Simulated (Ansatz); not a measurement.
**Whose spectrum is this?**

Method: Ansatz, r2SCAN, independent particles, without spin-orbit coupling, line width 0.15 eV (Gaussian); metals get a typed carrier damping. The response is along the first axis of the cell.

(E (eV), Im ε): (0.50, 4.14), (0.75, 3.88), (1.00, 4.19), (1.25, 5.31), (1.50, 5.17), (1.75, 4.00), (2.00, 4.11), (2.25, 4.46), (2.50, 9.66), (2.75, 14.48), (3.00, 15.07), (3.25, 15.71), (3.50, 15.47), (3.75, 18.26), (4.00, 25.53), (4.25, 33.02), (4.50, 31.70), (4.75, 26.45), (5.00, 22.93), (5.25, 20.70), (5.50, 22.76), (5.75, 25.43), (6.00, 27.00), (6.25, 25.79), (6.50, 20.13), (6.75, 16.50), (7.00, 14.36), (7.25, 12.98), (7.50, 10.24), (7.75, 8.10), (8.00, 7.02)

Q: Which of these systems gave the spectrum?
A. Si2Mo (I4/mmm)
B. NbSi2 (P6_222)
C. Si2Ni (Fm-3m)
D. SiNi3 (Pm-3m)

A: A. Si2Mo (I4/mmm): a metal, with a Drude term, main peak of the conductivity above 1 eV at 6.14 eV. The others: NbSi2 (P6_222), a metal, with a Drude term, main peak of the conductivity above 1 eV at 5.51 eV; Si2Ni (Fm-3m), a metal, with a Drude term, main peak of the conductivity above 1 eV at 3.04 eV; SiNi3 (Pm-3m), a metal, with a Drude term, main peak of the conductivity above 1 eV at 1.17 eV.
